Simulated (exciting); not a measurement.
# S K-edge absorption of ZnS, all-electron BSE, part 2 of 2

Aim: the S K absorption edge of ZnS with the electron–hole interaction treated explicitly, and what each term of the kernel does.

exciting sodium; X-ray absorption, core-level Bethe-Salpeter equation, exchange and statically screened direct term, Tamm-Dancoff, all-electron LAPW+lo PBE.

So far. Step 6 (Exchange alone): Maxima (height): 2.7 eV (0.42), 4.0 eV (0.47), 6.6 eV (0.46), 9.1 eV (0.37) and 16.6 eV (0.36); 2 lower ones aren't listed. The spectrum is that of the independent-particle run within 1 %. Step 7 (Direct term alone): Maxima (height): 0.9 eV (1.00), 3.1 eV (0.55), 4.7 eV (0.47), 8.0 eV (0.26) and 13.5 eV (0.28). The spectrum is that of the singlet run within 1 %.

The database entry behind the starting cell differs from later determinations by our own check (about 0.1 % short), so it need not match the best structure at ambient conditions.

### Step 8. Coarser mesh

Changed against the first singlet run: k mesh from 5×5×5 to 3×3×3.

File input.xml:

```
<input>
  <title>ZnS</title>
  <structure speciespath="." autormt="false" epslat="1.0e-5">
    <crystal>
      <basevect>0.0000000000 5.1060399878 5.1060399878</basevect>
      <basevect>5.1060399878 0.0000000000 5.1060399878</basevect>
      <basevect>5.1060399878 5.1060399878 0.0000000000</basevect>
    </crystal>
    <species speciesfile="Zn.xml" rmt="2.240">
      <atom coord="0.7500000000 0.7500000000 0.7500000000"/>
    </species>
    <species speciesfile="S.xml" rmt="2.049">
      <atom coord="0.0000000000 0.0000000000 0.0000000000"/>
    </species>
  </structure>
  <groundstate do="skip" xctype="GGA_PBE" ngridk="5 5 5" rgkmax="7" gmaxvr="14" nempty="8" swidth="0.001" maxscl="100" epsengy="1e-5"/>
  <xs xstype="BSE" ngridk="3 3 3" ngridq="3 3 3" vkloff="0.097 0.273 0.493" rgkmax="7" nempty="20" gqmax="3" lmaxapwwf="5" lmaxemat="2" broad="0.01654" tevout="true">
    <energywindow intv="87.780 89.397" points="439"/>
    <screening screentype="full" nempty="37"/>
    <BSE xas="true" xasspecies="2" xasatom="1" xasedge="K" bsetype="singlet" nstlxas="1 16"/>
    <qpointset>
      <qpoint>0 0 0</qpoint>
    </qpointset>
    <plan>
      <doonly task="xsgeneigvec"/>
      <doonly task="writepmatxs"/>
      <doonly task="scrgeneigvec"/>
      <doonly task="scrwritepmat"/>
      <doonly task="screen"/>
      <doonly task="scrcoulint"/>
      <doonly task="exccoulint"/>
    </plan>
  </xs>
</input>
```

File input.xml for the last start (plan only):

```
  <plan>
    <doonly task="bse"/>
  </plan>
```

Launch:

```bash
$ OMP_NUM_THREADS=1 mpirun -n 4 exciting
$ OMP_NUM_THREADS=4 exciting
```

Numbers of over 12 decimals in the logs are rounded to 6 here.

The program printed:

```text
| EXCITING SODIUM started for task xsgeneigvec ( 301)                          =
One-shot GS runs for BSE calculations
One-shot GS runs for k+qmt/2 grids
Info(xsgeneigvec): Generating eigenvectors for Q-point      1
Info(xsgeneigvec): Generation of eigenvectors finished
| EXCITING SODIUM started for task writepmatxs ( 320)                          =
Info(writepmatxs): Momentum matrix elements finished
| EXCITING SODIUM started for task scrgeneigvec ( 401)                         =
One-shot GS runs for BSE calculations
One-shot GS runs for k+qmt/2 grids
[...]
Info(setup_bse_block): Setting up RR part of hamiltonian
Info(setup_bse_block): Singlet spin state
Info(bse): Diagonalizing RR Hamiltonian (TDA)
Info(bse): Invoking Lapack routine ZHEEVR
       864 eigen solutions found in the interval:
         i1=       1 i2=     864
Info(bse): Writing excition energies and oscillator strengths to text file.
Info(makespectrum_dist): Making spectrum using formula for coupling with time reversed AR basis.
Info(makespectrum_dist): Using formalism for vanishing momentum transfer.
Info(writederived): Writing quantities derived from the macroscopic dielectric function.
Info(bselauncher): Spectrum finished for iqmt=  1
Info(bselauncher): All done for BSE type singlet
```

Elapsed: 88 s, on 4 MPI ranks of Arm Neoverse V1, shared host.

These settings are cheaper. Against the singlet run the r.m.s. difference is 9 %. The highest maximum lies at 1.0 eV (0.96), against 0.9 eV (1.00). The first bright state moves from 0.34 to -0.05 eV. The lowest bare transition of this run lies at 1.10 eV, against 0.52. A coarse mesh samples few band energies, and it inflates the long-range part of the attraction.

```
E (eV)  first run  this run
  -3.0       0.02      0.03
  -2.0       0.04      0.04
  -1.0       0.08      0.09
   0.0       0.27      0.34
   1.0       1.00      0.96
   2.0       0.60      0.63
   3.0       0.54      0.56
   4.0       0.41      0.40
   5.0       0.46      0.41
   6.0       0.37      0.38
   7.0       0.27      0.29
   8.0       0.26      0.32
   9.0       0.22      0.17
  10.0       0.13      0.14
  11.0       0.19      0.20
  12.0       0.25      0.27
  13.0       0.27      0.24
  14.0       0.25      0.22
  15.0       0.23      0.22
  16.0       0.22      0.23
  17.0       0.15      0.15
  18.0       0.13      0.12
  19.0       0.13      0.14
```

### Step 9. From independent particles to the full kernel

```csv
level,curve passes 0.15 (eV),highest maximum (eV),its height
IP,1.4,4.0,0.47
RPA,1.4,4.0,0.47
direct only,-0.4,0.9,1.00
singlet,-0.4,0.9,1.00
```

```csv
E (eV),IP,RPA,direct only,singlet
-3.0,0.01,0.01,0.02,0.02
-2.0,0.01,0.01,0.04,0.04
-1.0,0.02,0.02,0.08,0.08
0.0,0.04,0.04,0.27,0.27
1.0,0.10,0.10,1.00,1.00
2.0,0.30,0.30,0.60,0.60
3.0,0.41,0.41,0.54,0.54
4.0,0.47,0.47,0.41,0.41
5.0,0.39,0.39,0.46,0.46
6.0,0.44,0.44,0.37,0.37
7.0,0.43,0.43,0.27,0.27
8.0,0.34,0.34,0.26,0.26
9.0,0.37,0.37,0.22,0.22
10.0,0.25,0.25,0.13,0.13
11.0,0.18,0.18,0.19,0.19
12.0,0.19,0.19,0.25,0.25
13.0,0.27,0.27,0.27,0.27
14.0,0.31,0.31,0.25,0.25
15.0,0.31,0.31,0.23,0.23
16.0,0.33,0.33,0.22,0.22
17.0,0.33,0.33,0.15,0.15
18.0,0.24,0.24,0.13,0.13
19.0,0.21,0.21,0.13,0.13
```

### Step 10. Summary of results

- absorber and edge: S K, atom 2
- surroundings: 4 Zn at 2.34 Å (tetrahedral, site symmetry -43m)
- first bright state: 0.34 eV from the Kohn–Sham onset, on this mesh
- highest maximum: 0.9 eV
- cost of the BSE run: 11 min on 4 MPI ranks of Arm Neoverse V1, shared host; the last task ran on as many threads

In words: Is a core exciton bound? Undecided on this mesh: the first bright state (over 5 % of the brightest) lies at 0.34 eV from the Kohn–Sham onset and at -0.18 eV from the lowest bare transition of its own mesh; weaker or dark states reach down to -0.07 eV. Exchange alone changes the independent-particle spectrum by 0.1 % r.m.s. Leaving exchange out of the full kernel changes the spectrum by 0.2 % r.m.s. A mesh of 125 points doesn't converge binding energies. Exchange and the short-range direct term aren't converged in the kernel cutoff. The zero comes from the unshifted 5×5×5 ground-state mesh; it is exact only where the band minimum lies on that mesh. The Kohn–Sham onset, 2401 eV, is no photon energy (tabulated edge of the element: 2472 eV): the scale needs a rigid shift. No quasiparticle correction widens the gap or stretches the bands. Vibrations and energy-dependent lifetimes are left out. The structure is a published determination, not relaxed.

[Banner, clock and machine lines of the logs are left out without a mark of their own.]

[Logs are printed without paths, hosts, clocks, repeated set-up lines and the standing remarks that a program may print on its own settings, such as how far it seeks lower states.]

[Hosts, paths, dates, database ids (printed as entryN), source tags and the programs' standing remarks are cut or masked in the printed files.]
